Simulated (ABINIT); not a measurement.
**Beyond one shot: KBr (Fm-3m)**

Aim: iterate the self-energy on KBr (Fm-3m) and follow the gap from cycle to cycle.

Program: ABINIT 10.8.3. Level of theory: LDA and many-body steps on it, plane waves. Results are calculated unless marked as measured.

## (1) The starting structure

Symmetry: Fm-3m, No. 225, cubic system. The conventional cell has a = 6.600 Å, b = 6.600 Å, c = 6.600 Å, α = 90.00°, β = 90.00°, γ = 90.00°. Nearest to K lie 6 Br at 3.30 Å. Br has 6 K at 3.30 Å nearest. Farther neighbours and most contacts between anions are not listed.

The cell and positions come from the Crystallography Open Database and are kept as given unless a step says otherwise.

## (2) Empty states on the mesh, 4×4×4 mesh, 103 bands

This step: ABINIT 10.8.3; DFT, LDA, plane waves, norm-conserving pseudopotentials.

The sums over transitions need many empty states on a uniform mesh; this step solves for them.

File run.abi:

```
acell 3*1.0 Angstrom
rprim 
  0.000000000000 3.300000000000 3.300000000000
  3.300000000000 0.000000000000 3.300000000000
  3.300000000000 3.300000000000 0.000000000000
ntypat 2
znucl 19 35
natom 2
typat 1 2
xred 
  0.000000000000 0.000000000000 0.000000000000
  0.500000000000 0.500000000000 0.500000000000
pp_dirpath "pseudos"
pseudos "K.upf, Br.upf"
ecut 32
ngkpt 4 4 4
nshiftk 1
shiftk 0 0 0
kptopt 1
chksymbreak 0
iscf -2
irdden 1
istwfk *1
nband 103
nbdbuf 8
tolwfr 1e-09
nstep 60
prtvol 0
indata_prefix "in"
outdata_prefix "out"
tmpdata_prefix "tmp"
```

Launch:

```sh
> OMP_NUM_THREADS=1 mpirun -n 4 abinit run.abi > log
```

Numbers of over 12 decimals in the logs are rounded to 6 here.

Log:

```text
.Version 10.8.3 of ABINIT. v10.8.2 released Aug 2026.

 Symmetries : space group Fm -3 m (#225); Bravais cF (face-center cubic)
[... echo of the input left out ...]
== DATASET  1 ==================================================================
-   mpi_nproc: 4, omp_nthreads: 1 (-1 if OMP is not activated)

--- !DatasetInfo
iteration_state: {dtset: 1, }
dimensions: {natom: 2, nkpt: 8, mband: 103, nsppol: 1, nspinor: 1, nspden: 1, mpw: 4279, }
cutoff_energies: {ecut:  32.0, pawecutdg:  -1.0, }
[...]
2.16083    2.16083    2.16083    2.17096    2.17096    2.17096    2.17650    2.17650
   2.18728    2.29459    2.29459    2.29459    2.30301    2.30301    2.30301    2.33268
   2.33268    2.33268    2.35419    2.35422    2.35440    2.37269    2.37280
 prteigrs : prtvol=0 or 1, do not print more k-points.

== END DATASET(S) ==============================================================
================================================================================

 -outvars: echo values of variables after computation  --------
            nband         103
             nkpt           8
          spgroup         225
 [... the other variables as echoed above ...]

 Calculation completed.
```

It took 31 s on 4 MPI ranks of Arm Neoverse V1, shared host; peak memory 0.33 GiB; 2.1 min of CPU time.

Numbers from this step:

```
gap                                                           : 4.032 eV
k of the valence top                                          : 0, 0, 0
k of the conduction bottom                                    : 0, 0, 0
least direct gap                                              : 4.032 eV
k points computed                                             : 8
lowest point of the top converged band, above the valence top : 60.5981 eV
```

On this mesh the gap is 4.032 eV.

The density comes from a self-consistent run that is not shown.

## (3) Screening, 4×4×4 mesh, 95 bands, screening to 130.6 eV

The RPA dielectric matrix is built and inverted for each q.

This step: RPA screening on LDA, plane waves, norm-conserving pseudopotentials.

Changes to run.abi since step 2:

```diff
@@ -20,10 +20,11 @@
 chksymbreak 0
-iscf -2
-irdden 1
 istwfk *1
-nband 103
-nbdbuf 8
-tolwfr 1e-09
-nstep 60
-prtvol 0
+occopt 1
+irdwfk 1
+optdriver 3
+nband 95
+ecuteps 4.8
+inclvkb 2
+awtr 1
+symchi 1
 indata_prefix "in"
```

Log:

```text
.Version 10.8.3 of ABINIT. v10.8.2 released Aug 2026.

 Symmetries : space group Fm -3 m (#225); Bravais cF (face-center cubic)
[... echo of the input left out ...]
== DATASET  1 ==================================================================
-   mpi_nproc: 4, omp_nthreads: 1 (-1 if OMP is not activated)

--- !DatasetInfo
iteration_state: {dtset: 1, }
dimensions: {natom: 2, nkpt: 8, mband: 95, nsppol: 1, nspinor: 1, nspden: 1, mpw: 4279, }
cutoff_energies: {ecut:  32.0, pawecutdg:  -1.0, }
electrons: {nelect:   1.60000000E+01, charge:   0.00000000E+00, occopt:   1.00000000E+00, tsmear:   1.00000000E-02, }

 SCREENING: Calculation of the susceptibility and dielectric matrices

 Based on a program developped by R.W. Godby, V. Olevano, G. Onida, and L. Reining.
 Incorporated in ABINIT by V. Olevano, G.-M. Rignanese, and M. Torrent.
.Using double precision arithmetic ; gwpc =  8

[... cell and pseudopotentials left out ...]
--------------------------------------------------------------------------------

 ==== K-mesh for the wavefunctions ====
 Number of points in the irreducible wedge :     8
[... list of points left out ...]
 Together with 48 symmetry operations and time-reversal symmetry
 yields    64 points in the full Brillouin Zone.

 ==== Q-mesh for the screening function ====
 Number of points in the irreducible wedge :     8
[... list of points left out ...]
 Together with 48 symmetry operations and time-reversal symmetry
 yields    64 points in the full Brillouin Zone.

 setmesh: FFT mesh size selected  =    32x   32x   32
          total number of points  =        32768

 vcoul_init : cutoff-mode = AUXILIARY_FUNCTION
 q-points for optical limit:   1
     1)      0.000010    0.000020    0.000030

- screening: taking advantage of time-reversal symmetry
- Maximum band index for partially occupied states nbvw = 8
- Remaining bands to be divided among processors   nbcw = 87
- Number of bands treated by each node ~21

 Number of electrons calculated from density =   16.0000; Expected =   16.0000
 average of density, n =  0.032988
 r_s =    1.9343
 omega_plasma =   17.5199 [eV]

 calculating chi0 at frequencies [eV] :
  1    0.000000E+00    0.000000E+00
  2    0.000000E+00    1.751989E+01

--------------------------------------------------------------------------------
  q-point number  1        q = ( 0.000000, 0.000000, 0.000000) [r.l.u.]
--------------------------------------------------------------------------------
[... chi0 elements left out ...]
 For q-point:  0.000010 0.000020 0.000030
  dielectric constant =   2.4994
  dielectric constant without local fields =   2.9940

  Average fulfillment of the sum rule on Im[epsilon] for q-point    1 :     72.84  [%]
[... wings left out ...]
  q-point number  2        q = ( 0.250000, 0.000000, 0.000000) [r.l.u.]
--------------------------------------------------------------------------------
[... chi0 elements left out ...]
  Average fulfillment of the sum rule on Im[epsilon] for q-point    2 :     82.22  [%]

 [... 6 further q-points ...]
```

Run time: 22 s. Hardware: 4 MPI ranks; peak memory 0.93 GiB; 88 s of CPU time.

Numbers from this step:

```yaml
eps_infinity_with_local_fields_on_this_mesh_along_the_program_s_q_direction: 2.499
the_same_without_local_fields: 2.994
plasma_frequency: 17.52 eV
plane_waves_in_the_screening_matrix: 259
```

Local fields lower ε∞ by 17 %.

## (4) G0W0

The self-energy is evaluated for the states that the input lists, and the levels follow from it, in one-shot runs by the linearised quasiparticle equation.

This step: G0W0 on LDA, plane waves, norm-conserving pseudopotentials.

Changes to run.abi since step 3:

```diff
@@ -23,8 +23,15 @@
 irdwfk 1
-optdriver 3
+optdriver 4
 nband 95
+gwcalctyp 0
+ecutsigx 32
+symsigma 1
+nkptgw 1
+kptgw 
+  0.0000000000 0.0000000000 0.0000000000
+bdgw 
+  6 12
 ecuteps 4.8
-inclvkb 2
-awtr 1
-symchi 1
+irdscr 1
+ppmodel 1
 indata_prefix "in"
```

Log:

```text
.Version 10.8.3 of ABINIT. v10.8.2 released Aug 2026.

 Symmetries : space group Fm -3 m (#225); Bravais cF (face-center cubic)
[... echo of the input left out ...]
== DATASET  1 ==================================================================
-   mpi_nproc: 4, omp_nthreads: 1 (-1 if OMP is not activated)

--- !DatasetInfo
iteration_state: {dtset: 1, }
dimensions: {natom: 2, nkpt: 8, mband: 95, nsppol: 1, nspinor: 1, nspden: 1, mpw: 4279, }
cutoff_energies: {ecut:  32.0, pawecutdg:  -1.0, }
electrons: {nelect:   1.60000000E+01, charge:   0.00000000E+00, occopt:   1.00000000E+00, tsmear:   1.00000000E-02, }

 SIGMA: Calculation of the GW corrections

 Based on a program developped by R.W. Godby, V. Olevano, G. Onida, and L. Reining.
 Incorporated in ABINIT by V. Olevano, G.-M. Rignanese, and M. Torrent.
.Using double precision arithmetic ; gwpc =  8

[... cell and pseudopotentials left out ...]
--------------------------------------------------------------------------------

 ==== K-mesh for the wavefunctions ====
 Number of points in the irreducible wedge :     8
[... list of points left out ...]
 Together with 48 symmetry operations and time-reversal symmetry
 yields    64 points in the full Brillouin Zone.

 ==== Q-mesh for screening function ====
 Number of points in the irreducible wedge :     8
[... list of points left out ...]
 Together with 48 symmetry operations and time-reversal symmetry
 yields    64 points in the full Brillouin Zone.

 vcoul_init : cutoff-mode = AUXILIARY_FUNCTION
 q-points for optical limit:   1
     1)      0.000010    0.000020    0.000030
 setmesh: FFT mesh size selected  =    45x   45x   45
          total number of points  =        91125

 Number of electrons calculated from density =   16.0000; Expected =   16.0000
 average of density, n =  0.032988
 r_s =    1.9343
 omega_plasma =   17.5199 [eV]

 === KS Band Gaps ===
  >>>> For spin  1
   Minimum direct gap =   4.0319 [eV], located at k-point      :   0.0000  0.0000  0.0000
   Fundamental gap    =   4.0319 [eV], Top of valence bands at :   0.0000  0.0000  0.0000
                                       Bottom of conduction at :   0.0000  0.0000  0.0000
 SIGMA fundamental parameters:
 PLASMON POLE MODEL  1
 number of plane-waves for SigmaX                 4279
 number of plane-waves for SigmaC and W            259
 number of plane-waves for wavefunctions          4279
 number of bands                                    95
 number of independent spin polarizations            1
 number of spinorial components                      1
 number of k-points in IBZ                           8
 number of q-points in IBZ                           8
 number of symmetry operations                      48
 number of k-points in BZ                           64
 number of q-points in BZ                           64
 number of frequencies for dSigma/dE                 9
 frequency step for dSigma/dE [eV]                0.25
 number of omega for Sigma on real axis              0
 max omega for Sigma on real axis  [eV]           0.00
 zcut for avoiding poles [eV]                     0.10

 EPSILON^-1 parameters (SCR file):
 dimension of the eps^-1 matrix on file            259
 dimension of the eps^-1 matrix used               259
 number of plane-waves for wavefunctions          4279
 number of bands                                    95
 number of q-points in IBZ                           8
 number of frequencies                               2
 number of real frequencies                          1
 number of imag frequencies                          1

 matrix elements of self-energy operator (all in [eV])

 Perturbative Calculation

--- !SelfEnergy_ee
iteration_state: {dtset: 1, }
kpoint     : [   0.000,    0.000,    0.000, ]
spin       : 1
KS_gap     :    4.032
QP_gap     :    6.782
Delta_QP_KS:    2.751
data: !SigmaeeData |
     Band     E0 <VxcDFT>   SigX SigC(E0)      Z dSigC/dE  Sig(E)    E-E0       E
        6  -0.201 -12.640 -16.505   1.841   0.810  -0.235 -14.279  -1.639  -1.840
        7  -0.201 -12.640 -16.505   1.841   0.810  -0.235 -14.279  -1.639  -1.840
        8  -0.201 -12.640 -16.505   1.841   0.810  -0.235 -14.279  -1.639  -1.840
        9   3.831  -7.272  -3.194  -2.786   0.861  -0.162  -6.160   1.112   4.942
       10   7.158  -8.721  -3.699  -2.974   0.855  -0.170  -6.970   1.751   8.909
       11   7.158  -8.721  -3.699  -2.974   0.855  -0.170  -6.970   1.751   8.909
       12   7.158  -8.721  -3.699  -2.974   0.855  -0.170  -6.970   1.751   8.909

== END DATASET(S) ==============================================================
================================================================================

 -outvars: echo values of variables after computation  --------
           etotal      0.0000000000E+00
            nband          95
             nkpt           8
          spgroup         225
 [... the other variables as echoed above ...]

 Calculation completed.
```

The job ended after 7.3 s (4 MPI ranks; peak memory 0.88 GiB; 29 s of CPU time).

This step gave:

- G0W0 gap on the points computed: 6.782 eV
- starting gap on the mesh: 4.032 eV
- k of the valence top: 0, 0, 0
- k of the conduction bottom: 0, 0, 0
- Z at the valence top: 0.81
- Z at the conduction bottom: 0.861
- least direct G0W0 gap on the computed points: 6.782 eV

The gap on the mesh goes from 4.03 eV to 6.78 eV, a correction of +2.75 eV.

## (5) evGW0, cycle 1

This step: evGW0 on LDA, plane waves, norm-conserving pseudopotentials.

Changes to run.abi since step 4:

```diff
@@ -25,10 +25,24 @@
 nband 95
-gwcalctyp 0
+gwcalctyp 10
 ecutsigx 32
 symsigma 1
-nkptgw 1
+nkptgw 8
 kptgw 
   0.0000000000 0.0000000000 0.0000000000
+  0.2500000000 0.0000000000 0.0000000000
+  0.5000000000 0.0000000000 0.0000000000
+  0.2500000000 0.2500000000 0.0000000000
+  0.5000000000 0.2500000000 0.0000000000
+  -0.2500000000 0.2500000000 0.0000000000
+  0.5000000000 0.5000000000 0.0000000000
+  -0.2500000000 0.5000000000 0.2500000000
 bdgw 
-  6 12
+  1 15
+  1 15
+  1 15
+  1 15
+  1 15
+  1 15
+  1 15
+  1 15
 ecuteps 4.8
```

Log:

```text
.Version 10.8.3 of ABINIT. v10.8.2 released Aug 2026.

 Symmetries : space group Fm -3 m (#225); Bravais cF (face-center cubic)
[... echo of the input left out ...]
== DATASET  1 ==================================================================
-   mpi_nproc: 4, omp_nthreads: 1 (-1 if OMP is not activated)

--- !DatasetInfo
iteration_state: {dtset: 1, }
dimensions: {natom: 2, nkpt: 8, mband: 95, nsppol: 1, nspinor: 1, nspden: 1, mpw: 4279, }
cutoff_energies: {ecut:  32.0, pawecutdg:  -1.0, }
electrons: {nelect:   1.60000000E+01, charge:   0.00000000E+00, occopt:   1.00000000E+00, tsmear:   1.00000000E-02, }

 SIGMA: Calculation of the GW corrections

 Based on a program developped by R.W. Godby, V. Olevano, G. Onida, and L. Reining.
 Incorporated in ABINIT by V. Olevano, G.-M. Rignanese, and M. Torrent.
.Using double precision arithmetic ; gwpc =  8

[... cell and pseudopotentials left out ...]
--------------------------------------------------------------------------------

 ==== K-mesh for the wavefunctions ====
 Number of points in the irreducible wedge :     8
[... list of points left out ...]
 Together with 48 symmetry operations and time-reversal symmetry
 yields    64 points in the full Brillouin Zone.

 ==== Q-mesh for screening function ====
 Number of points in the irreducible wedge :     8
[... list of points left out ...]
 Together with 48 symmetry operations and time-reversal symmetry
 yields    64 points in the full Brillouin Zone.

 vcoul_init : cutoff-mode = AUXILIARY_FUNCTION
 q-points for optical limit:   1
     1)      0.000010    0.000020    0.000030
 setmesh: FFT mesh size selected  =    45x   45x   45
          total number of points  =        91125

 Number of electrons calculated from density =   16.0000; Expected =   16.0000
[...]
QP_gap     :    8.905
Delta_QP_KS:    3.040
data: !SigmaeeData |
     Band     E_DFT   <VxcDFT>   E(N-1)  <Hhartree>   SigX  SigC[E(N-1)]    Z     dSigC/dE  Sig[E(N)]  DeltaE  E(N)_pert E(N)_diago
[...]
--- !SelfEnergy_ee
iteration_state: {dtset: 1, }
kpoint     : [  -0.250,    0.500,    0.250, ]
spin       : 1
KS_gap     :    7.666
QP_gap     :   10.774
Delta_QP_KS:    3.108
data: !SigmaeeData |
     Band     E_DFT   <VxcDFT>   E(N-1)  <Hhartree>   SigX  SigC[E(N-1)]    Z     dSigC/dE  Sig[E(N)]  DeltaE  E(N)_pert E(N)_diago
[...]
14    10.375   -12.507    10.375    22.882    -5.622    -3.418     0.834    -0.200    -9.618     2.890    13.265    13.842
       15    10.585   -12.887    10.585    23.472    -6.124    -3.491     0.835    -0.198   -10.156     2.731    13.316    13.856

 New Fermi energy :        5.324650E-02 Ha ,    1.448911E+00 eV
 New Exchange energy :    -6.465422E+00 Ha ,   -1.759331E+02 eV

 === QP Band Gaps ===
  >>>> For spin  1
   Minimum direct gap =   7.3473 [eV], located at k-point      :   0.0000  0.0000  0.0000
   Fundamental gap    =   7.3473 [eV], Top of valence bands at :   0.0000  0.0000  0.0000
                                       Bottom of conduction at :   0.0000  0.0000  0.0000

 writing QP data on file : out_QPS

 Convergence of QP corrections
 >>>>> For spin  1 <<<<<
.  kptgw no:  1; Maximum DeltaE = (  -3.183  -0.001) for band index:  4
.  kptgw no:  2; Maximum DeltaE = (  -3.171  -0.005) for band index:  3
.  kptgw no:  3; Maximum DeltaE = (  -3.186  -0.011) for band index:  3
[...]
.  kptgw no:  7; Maximum DeltaE = (  -3.197  -0.001) for band index:  5
.  kptgw no:  8; Maximum DeltaE = (  -3.186  -0.014) for band index:  4

== END DATASET(S) ==============================================================
================================================================================

 -outvars: echo values of variables after computation  --------
           etotal      0.0000000000E+00
            nband          95
             nkpt           8
          spgroup         225
 [... the other variables as echoed above ...]

 Calculation completed.
```

It took 3.2 min on 4 MPI ranks; peak memory 1.5 GiB.

This step gave:

```yaml
quasiparticle_gap_on_the_mesh: 7.348 eV
gap_of_the_density_functional_on_the_mesh: 4.032 eV
k_of_the_valence_top: 0, 0, 0
k_of_the_conduction_bottom: 0, 0, 0
z_at_the_valence_top: 0.81
z_at_the_conduction_bottom: 0.861
least_direct_quasiparticle_gap_on_the_computed_points: 7.348 eV
```

Against G0W0 in ABINIT (4×4×4 mesh, 95 bands, screening to 130.6 eV, Godby-Needs plasmon pole), the gap moves by +0.566 eV. This first cycle still uses the starting levels; it takes the full correction, at all points of the mesh, and its linearised value is 6.782 eV.

## (6) evGW0, cycle 2

The corrected levels of the last cycle go back in.

Changes to run.abi since step 5:

```diff
@@ -50,2 +50,3 @@
 ppmodel 1
+irdqps 1
 indata_prefix "in"
```

Log:

```text
.Version 10.8.3 of ABINIT. v10.8.2 released Aug 2026.

 Symmetries : space group Fm -3 m (#225); Bravais cF (face-center cubic)
[... echo of the input left out ...]
== DATASET  1 ==================================================================
-   mpi_nproc: 4, omp_nthreads: 1 (-1 if OMP is not activated)

--- !DatasetInfo
iteration_state: {dtset: 1, }
dimensions: {natom: 2, nkpt: 8, mband: 95, nsppol: 1, nspinor: 1, nspden: 1, mpw: 4279, }
cutoff_energies: {ecut:  32.0, pawecutdg:  -1.0, }
[...]
.  kptgw no:  3; Maximum DeltaE = (  -2.756  -0.335) for band index:  1
[...]
.  kptgw no:  7; Maximum DeltaE = (  -2.873  -0.248) for band index:  1
.  kptgw no:  8; Maximum DeltaE = (  -2.746  -0.223) for band index:  1

== END DATASET(S) ==============================================================
================================================================================

 -outvars: echo values of variables after computation  --------
           etotal      0.0000000000E+00
            nband          95
             nkpt           8
          spgroup         225
 [... the other variables as echoed above ...]

 Calculation completed.
```

The job ended after 3.2 min (4 MPI ranks; peak memory 1.5 GiB; 13 min of CPU time).

Numbers from this step:

| Item | Value |
| --- | --- |
| quasiparticle gap on the mesh | 7.183 eV |
| gap of the density functional on the mesh | 4.032 eV |
| k of the valence top | 0, 0, 0 |
| k of the conduction bottom | 0, 0, 0 |
| least direct quasiparticle gap on the computed points | 7.183 eV |

Against the cycle before, the gap moves by −0.165 eV.

## (7) evGW0, cycle 3

run.abi is that of step 6.

Log:

```text
.Version 10.8.3 of ABINIT. v10.8.2 released Aug 2026.

 Symmetries : space group Fm -3 m (#225); Bravais cF (face-center cubic)
[... echo of the input left out ...]
== DATASET  1 ==================================================================
-   mpi_nproc: 4, omp_nthreads: 1 (-1 if OMP is not activated)

--- !DatasetInfo
iteration_state: {dtset: 1, }
dimensions: {natom: 2, nkpt: 8, mband: 95, nsppol: 1, nspinor: 1, nspden: 1, mpw: 4279, }
cutoff_energies: {ecut:  32.0, pawecutdg:  -1.0, }
[...]
.  kptgw no:  3; Maximum DeltaE = (   1.344  -0.057) for band index:  1
[...]
.  kptgw no:  7; Maximum DeltaE = (   1.464  -0.100) for band index:  1
.  kptgw no:  8; Maximum DeltaE = (   1.644   0.058) for band index:  1

== END DATASET(S) ==============================================================
================================================================================

 -outvars: echo values of variables after computation  --------
           etotal      0.0000000000E+00
            nband          95
             nkpt           8
          spgroup         225
 [... the other variables as echoed above ...]

 Calculation completed.
```

The job ended after 3.2 min (4 MPI ranks; peak memory 1.5 GiB; 13 min of CPU time).

Numbers from this step:

* quasiparticle gap on the mesh: 7.184 eV
* gap of the density functional on the mesh: 4.032 eV
* k of the valence top: 0, 0, 0
* k of the conduction bottom: 0, 0, 0
* least direct quasiparticle gap on the computed points: 7.184 eV

Against the cycle before, the gap moves by +0.001 eV.

(Continued in part 2 of 3.)

[Paths, hosts, dates, memory and timing lines, banners, echoed tables and standing remarks are left out of the program output.]

[Logs are printed without paths, hosts, clocks, repeated set-up lines and the standing remarks that a program may print on its own settings, such as how far it seeks lower states.]

[Runs of the session that timed out or met a known fault of the program may be left out.]

[Hosts, paths, dates, database ids (printed as entryN), source tags and the programs' standing remarks are cut or masked in the printed files.]

[G0W0 gaps are taken among the corrected bands and points alone; a level outside them can change the order at an edge.]

[Where Ansatz stands beside ABINIT at settings called matched, ABINIT's density can come from a denser mesh and the files from another edition; pairs whose starting gaps differed by over 0.03 eV were left out, so agreement reads better than it is.]
